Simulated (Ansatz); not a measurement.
## What GeBr2 (model cell, started as fluorite) distorts into

Which phase does GeBr2 (model cell, started as fluorite) fall into along its unstable mode, and how much energy does it gain?

Calculated with Ansatz 0.2.0; DFT PBEsol, scalar-relativistic, plane waves, PAW.

Most raw output is cut from this account.

The structure was built from a prototype and need not be the compound's stable phase.

In doubt: the program warns that the response may not be converged on this k-mesh (step 8), which bears on the force constants and all frequencies.

**1. The structure**

Symmetry: Fm-3m, No. 225, cubic system. Conventional cell: a = 6.856 Å, b = 6.856 Å, c = 6.856 Å, α = 90.00°, β = 90.00°, γ = 90.00°. Nearest to Ge lie 8 Br at 2.97 Å. Br has 4 Ge at 2.97 Å nearest. Farther neighbours and most contacts between anions are not listed.

**2. The dispersion**

The cell comes from relaxations at this level that are not shown. Stability and thermal properties need the whole zone. Linear response on a 4×4×4 q mesh gives force constants as far as a supercell of that size would, and the tensors from the zone-centre run are typed in so that the long-range dipole term is interpolated apart.

input.yaml

```yaml
crystal:
  lattice:
    - [0.0, 3.4279332986, 3.4279332986]
    - [3.4279332986, 0.0, 3.4279332986]
    - [3.4279332986, 3.4279332986, 0.0]
  atoms:
    - { symbol: Ge, position: [0.0, 0.0, 0.0] }
    - { symbol: Br, position: [0.25, 0.25, 0.25] }
    - { symbol: Br, position: [0.75, 0.75, 0.75] }
kpoints:
  mp_grid: { grid: [8, 8, 8] }
hamiltonian:
  xc: pbesol
scf:
  occupations: { method: fixed }
output:
  eigenvalues: true
phonons:
  method: dfpt
  qmesh: [4, 4, 4]
  temperatures: { t_max: 1000, t_step: 50 }
  qpath:
    path:
      - [[0.0, 0.0, 0.0], [0.5, 0.0, 0.5], [0.625, 0.25, 0.625]]
      - [[0.375, 0.375, 0.75], [0.0, 0.0, 0.0], [0.5, 0.5, 0.5], [0.5, 0.25, 0.75], [0.5, 0.0, 0.5]]
    npoints: 10
  non_analytic_term:
    high_frequency_dielectric_tensor: [[7.9115, 0.0, 0.0], [0.0, 7.9115, 0.0], [0.0, 0.0, 7.9115]]
    born_effective_charges:
      - { species: Ge, tensor: [[4.3435, 0.0, 0.0], [0.0, 4.3435, 0.0], [0.0, 0.0, 4.3435]] }
      - { species: Br, tensor: [[-2.1717, 0.0, 0.0], [0.0, -2.1717, 0.0], [0.0, 0.0, -2.1717]] }
      - { species: Br, tensor: [[-2.1717, 0.0, 0.0], [0.0, -2.1717, 0.0], [0.0, 0.0, -2.1717]] }
    source: "zone-centre run at this cell"
```

On the command line:

```bash
$ ansatz run input.yaml --threads 4 --pin off --max-ram 7168MiB --backend cpu --events-out ev --progress --plain --runs-dir out
```

Elapsed: 2.5 min, on 4 threads of Arm Neoverse V2, shared host; peak memory 1.8 GiB; 9.9 min of CPU time.

Numbers from this step:

* gap on the k-mesh: 1.675 eV
* volume per atom: 26.85 Å³
* sum-rule residual before enforcement: 7.40e-5 eV/Å²
* lowest frequency on the path: -73.34 cm⁻¹
* point group: m-3m
* highest frequency on the path or at a solved wavevector: 166 cm⁻¹
* highest optical mode at the zone centre (no LO-TO term): 127.5 cm⁻¹
* lowest optical zone-centre mode: -44.74 cm⁻¹
* lowest mode on the q mesh (acoustic modes at Γ apart): -73 cm⁻¹

Frequencies (cm⁻¹) solved at each irreducible wavevector; negative means imaginary. Frequencies by wavevector, by row:

```tsv
q in reciprocal lattice units	star	mode 1	mode 2	mode 3	mode 4	mode 5	mode 6	mode 7	mode 8	mode 9
0 0 0	1	-44.7	-44.7	-44.7	0	0	0	127.5	127.5	127.5
0 0 0.25	8	-53.5	-53.5	50	50	58.6	112.3	119.1	119.1	148.9
0 0 -0.5	4	-64.6	-64.6	67.2	78	78	105.9	105.9	115.2	119.7
0 0.25 0.25	6	-67.8	-67.8	12.1	12.1	89.2	96.9	121.5	121.5	165.4
0 0.25 -0.5	24	-69.5	-54.2	37.9	55.4	55.4	110.5	113.3	117.9	142.5
0 0.25 -0.25	12	-61.8	-57.1	26.7	87.2	87.7	90.7	96.9	122.4	138.9
0 -0.5 -0.5	3	-73	-73	-53.4	-13	-13	113.7	113.7	148.8	149.4
0.25 -0.5 -0.25	6	-67.8	-43.1	-25.4	68.6	68.6	99.3	99.3	122.5	144.6
```

Interpolated from a 4×4×4 q mesh, with the LO-TO term (at Γ the limit along the path; where Γ stands inside the path, tables give the limit on arrival). Phonon branches along the path, in cm⁻¹:

```tsv
point	branch 1	branch 2	branch 3	branch 4	branch 5	branch 6	branch 7	branch 8	branch 9
Γ	-45	-45	0	0	0	128	128	128	165
halfway	-68	-68	12	12	89	97	122	122	165
X	-73	-73	-53	-13	-13	114	114	149	149
halfway	-72	-60	-50	5	28	112	114	141	148
U	-69	-46	24	26	57	107	116	120	145
jump to K	-69	-46	24	26	57	107	116	120	145
halfway	-65	-48	17	71	79	100	110	125	146
Γ	-45	-45	0	0	0	128	128	128	165
halfway	-54	-54	50	50	59	112	119	119	149
L	-65	-65	67	78	78	106	106	115	120
halfway	-66	-49	43	66	76	99	106	119	136
W	-68	-43	-25	69	69	99	99	122	145
halfway	-71	-48	-44	-20	46	107	118	133	147
X	-73	-73	-53	-13	-13	114	114	149	149
```

Symmetry leaves 8 wavevectors to solve. The lowest mode among them, the acoustic zeros apart, lies at q = (0, -0.5, -0.5) and is imaginary, 73.0i cm⁻¹, so the energy falls along it.

**3. The mode frozen in, largest atomic shift 0 Å**

The mode followed lies at q = (0, -0.5, -0.5) with frequency 73.0i cm⁻¹ and is 2-fold degenerate, the softest among the wavevectors solved. At small amplitude the distorted cell has space group no. 59 by a symmetry search on the positions. The undistorted cell that holds it gives the zero of energy on the same k mesh.

System of this step: GeBr2 (model cell, started as fluorite). Symmetry: Fm-3m, No. 225, cubic system. Conventional cell: a = 6.856 Å, b = 6.856 Å, c = 6.856 Å, α = 90.00°, β = 90.00°, γ = 90.00°. Nearest to Ge lie 8 Br at 2.97 Å. Nearest to Br lie 4 Ge at 2.97 Å. Farther neighbours and most contacts between anions are not listed.

input.yaml

```yaml
crystal:
  lattice:
    - [0.0, -3.4279332986, -3.4279332986]
    - [0.0, 3.4279332986, -3.4279332986]
    - [6.8558665972, 0.0, 0.0]
  atoms:
    - { symbol: Ge, position: [0.5, 0.5, 0.5] }
    - { symbol: Ge, position: [0.0, 0.0, 0.0] }
    - { symbol: Br, position: [0.0, 0.5, 0.75] }
    - { symbol: Br, position: [0.5, 0.0, 0.25] }
    - { symbol: Br, position: [0.0, 0.5, 0.25] }
    - { symbol: Br, position: [0.5, 0.0, 0.75] }
kpoints:
  mp_grid: { grid: [6, 6, 4] }
hamiltonian:
  xc: pbesol
scf:
  occupations: { method: gaussian, width: 0.02 }
output:
  forces: true
  stress: true
  eigenvalues: true
```

The job ended after 2.2 s (4 threads; peak memory 0.51 GiB; 8.2 s of CPU time).

Numbers from this step:

| Quantity | Value |
| --- | --- |
| pressure | -0.004017 GPa |
| gap on the k-mesh | 1.674 eV |
| energy from the undistorted cell | 0 meV/atom |

At this level the gap is 1.67 eV on the k-mesh of the self-consistent run, which can miss the band edges.

**4. The mode frozen in, largest atomic shift 0.32 Å**

The atoms are moved along the unstable eigenvector, the largest shift by 0.32 Å, with the cell fixed.

input.yaml, the sections that differ from step 3:

```yaml
crystal:
  lattice:
    - [0.0, -3.4279332986, -3.4279332986]
    - [0.0, 3.4279332986, -3.4279332986]
    - [6.8558665972, 0.0, 0.0]
  atoms:
    - { symbol: Ge, position: [0.4339910814, 0.5, 0.5] }
    - { symbol: Ge, position: [0.0660089186, 0.0, 0.0] }
    - { symbol: Br, position: [0.0075401974, 0.5, 0.75] }
    - { symbol: Br, position: [0.4924598026, 0.0, 0.25] }
    - { symbol: Br, position: [0.0075401974, 0.5, 0.25] }
    - { symbol: Br, position: [0.4924598026, 0.0, 0.75] }
# kpoints, hamiltonian, scf, output: as in step 3
```

Run time: 3.4 s. Hardware: 4 threads; peak memory 0.57 GiB.

Numbers from this step:

* pressure: 1.280 GPa
* gap on the k-mesh: 1.764 eV
* energy from the undistorted cell: -15.88 meV/atom

The energy, extrapolated to zero smearing, is -15.88 meV/atom against the undistorted cell.

The run ends at a pressure of 1.28 GPa, with forces up to 0.16 eV/Å.

**5. Energy along the mode, all amplitudes (two of the runs are shown above)**

An imaginary frequency means negative curvature, so the energy should fall and then rise again as anharmonic terms take over.

Numbers from this step:

| Quantity | Value |
| --- | --- |
| depth at the lowest point sampled | 15.88 meV/atom |
| largest atomic shift at that point | 0.32 Å |

Table of energy from the parent by largest atomic shift:

```tsv
largest atomic shift (Å)	energy from the parent (meV/atom)
0.000	0
0.040	-0.389
0.080	-1.53
0.140	-4.44
0.220	-9.73
0.320	-15.9
0.450	-15.2
0.600	14.6
```

Displacement at unit largest shift by atom:

```tsv
atom	x (Å)	y (Å)	z (Å)	size
Ge1	0.000	0.707	0.707	1.000
Ge2	0.000	-0.707	-0.707	1.000
Br3	0.000	-0.081	-0.081	0.115
Br4	0.000	0.081	0.081	0.115
Br5	0.000	-0.081	-0.081	0.115
Br6	0.000	0.081	0.081	0.115
```

The lowest of the steps tried is at 0.32 Å, 15.9 meV/atom below the parent; the bottom of the well need not coincide with a step.

**6. Relaxation from the frozen mode**

Starting from the lowest point found, all atoms and the cell are let go, so that strain and other modes of the same symmetry can join in.

Changes to input.yaml since step 4:

```diff
@@ -17,3 +17,3 @@
 scf:
-  occupations: { method: gaussian, width: 0.02 }
+  occupations: { method: fixed }
 output:
@@ -22 +22,6 @@
   eigenvalues: true
+relax:
+  adjacent_minimum: "off"
+  f_tol: 0.002
+  max_steps: 120
+  cell: { stress_tol: 0.03 }
```

Run time: 2 min. Hardware: 4 threads; peak memory 0.64 GiB.

The steps of the relaxation (22 of 30):

```tsv
step	energy less that of the first step (eV)	largest force component (eV/Å)	pressure (GPa)	volume (Å³)
1	0.0000	0.1099	1.28	161.12
2	-0.0561	0.2075	-0.30	167.91
4	-0.2020	0.0584	0.15	178.08
5	-0.2179	0.1835	0.46	184.48
7	-0.2891	0.0165	-0.04	178.51
8	-0.2860	0.0832	-0.09	175.61
9	-0.2915	0.0109	0.04	177.00
11	-0.2919	0.0028	0.01	176.71
12	-0.2919	0.0013	0.00	176.53
13*	-0.3390	0.0036	0.43	176.53
15	-0.3787	0.0311	0.55	177.18
16	-0.4044	0.0277	0.07	180.56
18	-0.4156	0.0146	0.06	181.68
19	-0.4222	0.0046	0.08	182.77
20	-0.4143	0.1028	-0.15	182.11
22	-0.4236	0.0090	0.09	183.71
23	-0.4236	0.0078	-0.06	184.28
24	-0.4238	0.0014	0.00	183.88
26	-0.4309	0.0038	0.03	186.04
27	-0.4316	0.0014	0.00	186.91
29	-0.4318	0.0010	0.01	187.68
30*	-0.4321	0.0010	0.00	187.68
```

Relaxation steps marked * repeat the geometry before them on a plane-wave basis chosen anew for their cell, so energy and pressure can jump there. Other such steps can lie between the rows shown. Relaxation steps 8, 10, 17, 20 were tried and not accepted.

The run keeps the 8 symmetry operations that it works with, so distortions that break them were not tested.

```tsv
cell as run	before	after	change
a (Å)	4.848	6.791	+40.1 %
b (Å)	4.848	3.884	-19.9 %
c (Å)	6.856	7.115	+3.8 %
volume (Å³/atom)	26.85	31.28	+16.5 %
```

The atoms that moved most (Å, as changes of fractional coordinates times the final cell):

```tsv
atom	dx	dy	dz	length
Ge2	0.000	-0.505	-0.505	0.715
Ge1	0.000	0.505	0.505	0.715
Br6	-0.005	0.033	0.033	0.047
Br5	-0.005	-0.033	-0.033	0.047
Br4	0.005	0.033	0.033	0.047
Br3	0.005	-0.033	-0.033	0.047
```

Final coordinates:

```xyz
6
Lattice="0.0000 -4.8020 -4.8020 0.0000 2.7464 -2.7464 7.1153 0.0000 0.0000" Properties=species:S:1:pos:R:3 pbc="T T T"
Ge    3.5576   -0.2054   -2.9518
Ge    0.0000   -0.8224   -0.8224
Br    5.3417    1.3041   -1.4423
Br    1.7841   -2.3319   -2.3319
Br    1.7735    1.3041   -1.4423
Br    5.3312   -2.3319   -2.3319
```

This step gave:

| Item | Value |
| --- | --- |
| pressure | 0.001249 GPa |
| gap on the k-mesh | 1.712 eV |
| volume per atom | 31.28 Å³ |

The distorted start has space group Pmmn; the relaxation ends in Pmmn.

**7. The new phase in its own primitive cell**

The relaxed structure is symmetrised, reduced to its primitive cell and relaxed tightly, as its phonons need.

input.yaml

```yaml
crystal:
  lattice:
    - [3.8840058756, 0.0, 0.0]
    - [0.0, 7.1152556581, 0.0]
    - [0.0, 0.0, 6.7911020437]
  atoms:
    - { symbol: Ge, position: [0.5, 0.5, 0.0787380902] }
    - { symbol: Ge, position: [0.0, 0.0, 0.9212619098] }
    - { symbol: Br, position: [0.5, 0.249259359, 0.7643895636] }
    - { symbol: Br, position: [0.0, 0.749259359, 0.2356104364] }
    - { symbol: Br, position: [0.5, 0.750740641, 0.7643895636] }
    - { symbol: Br, position: [0.0, 0.250740641, 0.2356104364] }
kpoints:
  mp_grid: { grid: [6, 4, 4] }
hamiltonian:
  xc: pbesol
scf:
  occupations: { method: fixed }
output:
  forces: true
  stress: true
  eigenvalues: true
relax:
  adjacent_minimum: "off"
  f_tol: 0.001
  max_steps: 60
  cell: { stress_tol: 0.01 }
```

The job ended after 9.8 s (4 threads; peak memory 0.59 GiB; 38 s of CPU time).

Little changed from the start: no atom moved by 0.005 Å and no cell edge by 0.1 %.

Numbers from this step:

| Property | Result |
| --- | --- |
| pressure | -0.002146 GPa |
| volume per atom | 31.27 Å³ |
| direct gap on mesh | 2.434 eV |

The largest force component left is 0.82 meV/Å and the pressure is -0.002 GPa, within the tolerances set. The cell now holds 31.27 Å³/atom.

**8. Modes of the new phase, k-mesh 6×4×4**

A relaxed structure may still be a saddle point, so its zone-centre modes are computed. The response to a homogeneous field gives the Born charges and the dielectric tensor, and its change with displacement the Raman tensors.

input.yaml

```yaml
crystal:
  lattice:
    - [3.8844459748, 0.0, 0.0]
    - [0.0, 7.1139734329, 0.0]
    - [0.0, 0.0, 6.790532252]
  atoms:
    - { symbol: Ge, position: [0.5, 0.5, 0.0788079698] }
    - { symbol: Ge, position: [0.0, 0.0, 0.9211920302] }
    - { symbol: Br, position: [0.5, 0.2492842277, 0.7643172836] }
    - { symbol: Br, position: [0.0, 0.7492842277, 0.2356827164] }
    - { symbol: Br, position: [0.5, 0.7507157723, 0.7643172836] }
    - { symbol: Br, position: [0.0, 0.2507157723, 0.2356827164] }
kpoints:
  mp_grid: { grid: [6, 4, 4] }
hamiltonian:
  xc: pbesol
scf:
  occupations: { method: fixed }
output:
  eigenvalues: true
phonons:
  method: dfpt
  dielectric: true
  rigid_motions: translations
  raman: true
```

Wall time 6.6 min (4 threads); peak memory 2 GiB; 25 min of CPU time.

Numbers from this step:

```
sum-rule residual before enforcement                    : 2.51e-5 eV/Å²
miss of the charge sum rule                             : 0.007589 e
estimated error of the dielectric tensor                : 0.03151
estimated error of the Born charges                     : 0.02619 e
point group                                             : mmm
highest optical mode at the zone centre (no LO-TO term) : 192.4 cm⁻¹
lowest optical zone-centre mode                         : -38.35 cm⁻¹
mean high-frequency dielectric constant                 : 5.470
largest Born charge (third of the trace)                : 3.246 e
top of the zone-centre spectrum with the field          : 192.4 cm⁻¹
```

Without the LO-TO term. Patterns of degenerate modes are one choice out of their space. The modes at Γ (shares of kinetic energy by element, %) (negative means imaginary):

```tsv
mode	frequency (cm⁻¹)	symmetry	Ge %	Br %
1	-38.4	B2u	57	43
2	0.0	acoustic	31	69
3	0.0	acoustic	31	69
4	0.0	acoustic	31	69
5	44.7	B2g	0	100
6	61.8	B3g	12	88
7	68.1	B2g	100	0
8	69.4	Au	0	100
9	72.4	Ag	94	6
10	89.5	B3u	69	31
11	91.6	Ag	5	95
12	92.8	B1g	0	100
13	98.8	B2u	11	89
14	104.9	B3g	3	97
15	128.3	Ag	1	99
16	143.5	B1u	2	98
17	179.3	B1u	67	33
18	192.4	B3g	85	15
```

Displacements in mode 1 (-38.4 cm⁻¹), the largest set to 1:
```
Ge1  0.00  1.00  0.00
Ge2  0.00  1.00  0.00
Br3  0.00 -0.45 -0.36
Br4  0.00 -0.45  0.36
Br5  0.00 -0.45  0.36
Br6  0.00 -0.45 -0.36
```

Displacements in mode 10 (89.5 cm⁻¹), the largest set to 1:
```
Ge1  1.00  0.00  0.00
Ge2  1.00  0.00  0.00
Br3 -0.45  0.00  0.00
Br4 -0.45  0.00  0.00
Br5 -0.45  0.00  0.00
Br6 -0.45  0.00  0.00
```

Optical modes at the zone centre, without and with the macroscopic field of the longitudinal modes; each column is sorted by frequency, so a row need not hold one and the same mode. Modes with and without the field, by row:

```tsv
rank among optical modes	no field (cm⁻¹)	q along (1, 0, 0) (cm⁻¹)	q along (0, 1, 0) (cm⁻¹)	q along (0, 0, 1) (cm⁻¹)
1	-38.4	-38.4	44.7	-38.4
2	44.7	44.7	61.8	44.7
3	61.8	61.8	68.1	61.8
4	68.1	68.1	69.4	68.1
5	69.4	69.4	72.4	69.4
6	72.4	72.4	89.5	72.4
7	89.5	91.6	91.1	89.5
8	91.6	92.8	91.6	91.6
9	92.8	98.8	92.8	92.8
10	98.8	104.9	104.9	98.8
11	104.9	128.3	128.3	104.9
12	128.3	143.5	143.5	128.3
13	143.5	173.9	179.3	143.6
14	179.3	179.3	191.8	192.3
15	192.4	192.4	192.4	192.4
```

Born charge (rows field, columns displacement) (e), principal values of the symmetric part by kind of site:

```tsv
atom	atoms with these values	low	middle	high	mean
Ge1	2	1.28	3.46	4.99	3.25
Br3	4	-2.53	-1.73	-0.61	-1.62
```

In full for Br3:

```
-1.73  0.00  0.00
 0.00 -2.50 -0.45
 0.00 -0.07 -0.64
```

High-frequency dielectric tensor:

```
5.65 0.00 0.00
0.00 7.20 0.00
0.00 0.00 3.56
```

Transverse modes; imaginary modes are left out. Infrared lines, with heights relative to the strongest:

```tsv
position (cm⁻¹)	relative intensity
45	0.0
62	0.0
68	0.0
69	0.0
72	0.0
90	100
92	0.0
93	0.0
99	20
105	0.0
128	0.0
144	0.1
179	14
192	0.0
```

Activity x (w_L - w)^4 (n + 1)/w, 532 nm, 300 K; imaginary modes are left out; modes without the macroscopic field alone. Raman lines, with heights relative to the strongest:

```tsv
position (cm⁻¹)	relative intensity
45	1.5
62	0.8
68	27
69	0.0
72	58
90	0.0
92	100
93	18
99	0.0
105	7.5
128	54
144	0.0
179	0.0
192	0.5
```

Before it was imposed, the acoustic sum rule was missed by 2.5e-5 eV/Å² and the charge sum rule by 0.0076 e. Small misses are needed for a sound result but don't prove that mesh and cutoff are converged. The lowest optical mode is imaginary, 38.4i cm⁻¹, so the energy falls along it.

The log warns of the k mesh: “the force constants stand on the 6×4×4 k-mesh, whose period is 12.73 times the interband length at k = (0.0000, 0.0000, -0.5000), direct gap 2.434 eV, under 14: take them and everything formed from them as unconverged”.

**9. What came out**

| Item | Value |
| --- | --- |
| unstable mode of the parent | q = (0, -0.5, -0.5), 73i cm⁻¹ |
| depth at the lowest point sampled | 15.9 meV/atom |
| largest atomic shift at that point | 0.32 Å |
| space group reached (within 0.01 Å) | Pmmn |
| energy gained over the parent (first relaxation, on the mesh of the frozen mode) | 87.9 meV/atom |
| volume per atom, phase reached | 31.3 Å³ |
| gap on the k-mesh, phase reached | 1.71 eV |
| lowest optical zone-centre mode, phase reached | -38.4 cm⁻¹ |
| highest optical mode at the zone centre (no LO-TO term), phase reached | 192 cm⁻¹ |

**Reading.** Along this mode the structure falls into Pmmn, 87.9 meV/atom below the parent. At the parent's cell the well is 15.88 meV/atom deep on the steps tried, with its lowest point at a shift of 0.32 Å. Relaxing atoms and cell changes the gain by +72.02 meV/atom against the lowest step (energies at zero smearing). Most of the total comes from this relaxation. The new phase still has an imaginary mode at the zone centre of its cell, so it is a saddle point on the way to a lower structure. Of the 3 patterns followed to their end from this parent, this one reaches the lowest energy. Each path keeps the symmetry of its pattern, so a lower phase may lie along a pattern not tried. With the field response the log warns that the k mesh is coarse for the force constants too, so the frequencies may not be converged. The program warns that the interpolation holds no quadrupole term, so branches close to Γ can be off in this crystal. The starting cell was built on a prototype and not taken from a measurement, so the phase need not exist.

[Logs are printed without paths, hosts, clocks, repeated set-up lines and the standing remarks that a program may print on its own settings, such as how far it seeks lower states.]

[Hosts, paths, dates, database ids (printed as entryN), source tags and the programs' standing remarks are cut or masked in the printed files.]
